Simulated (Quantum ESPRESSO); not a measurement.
Entries from a set of simulations; values are calculated unless marked as measured.

```
! title: Fixed-spin-moment curve of MnCuO2 (Crednerite)
! method: PBEsol with U = 4.8 eV on Cu d and U = 3.2 eV on Mn d (ortho-atomic projectors); plane waves with GBRV 1.5 PBEsol potentials, no spin-orbit coupling (and 1 further level or step)
! program: Quantum ESPRESSO 7.5
! settings of one run: GBRV 1.5 PBEsol, cutoff 544.23 eV, 8×8×4 k-mesh, 35 bands, fermi-dirac occupations, smearing width 0.05 eV, collinear spin, SCF threshold 8.00e-9, Hubbard form dudarev, Hubbard projectors ortho-atomic, starting moments 4.5 1 0 0 μB
! cost: 12 runs, 15 min in all on 4 MPI ranks of AMD EPYC 9R14 (Zen 4), shared host (the runs of this entry)
! notes: The database entry behind the starting cell differs from later determinations by our own check (a about 1 % short, old inner coordinates). The run is spin-polarised, with a total moment of 3.98 μB a cell (absolute 4.07). All runs start parallel; opposed orders may lie lower.
! moment of the free run: 3.98 μB a cell
! energy at zero total moment, compensated: 1983 meV a cell over the lowest
CELL_PARAMETERS angstrom
2.76500 -1.44200 0.00000
2.76500 1.44200 0.00000
-1.48671 0.00000 5.70755
ATOMIC_POSITIONS crystal
Mn 0.00000 0.00000 0.00000
Cu 0.50000 0.50000 0.50000
O 0.41600 0.41600 0.14300
O 0.58400 0.58400 0.85700
```

[Logs and program files are shortened in this print: banners, set-up blocks, solver, clock and traceback lines can be left out without a mark of their own.]

[Logs are printed without paths, hosts, clocks, repeated set-up lines and the standing remarks that a program may print on its own settings, such as how far it seeks lower states.]

[Hosts, paths, dates, database ids (printed as entryN), source tags and the programs' standing remarks are cut or masked in the printed files.]

[Where a cell is said to come from a database of computed structures, the database is the Materials Project.]
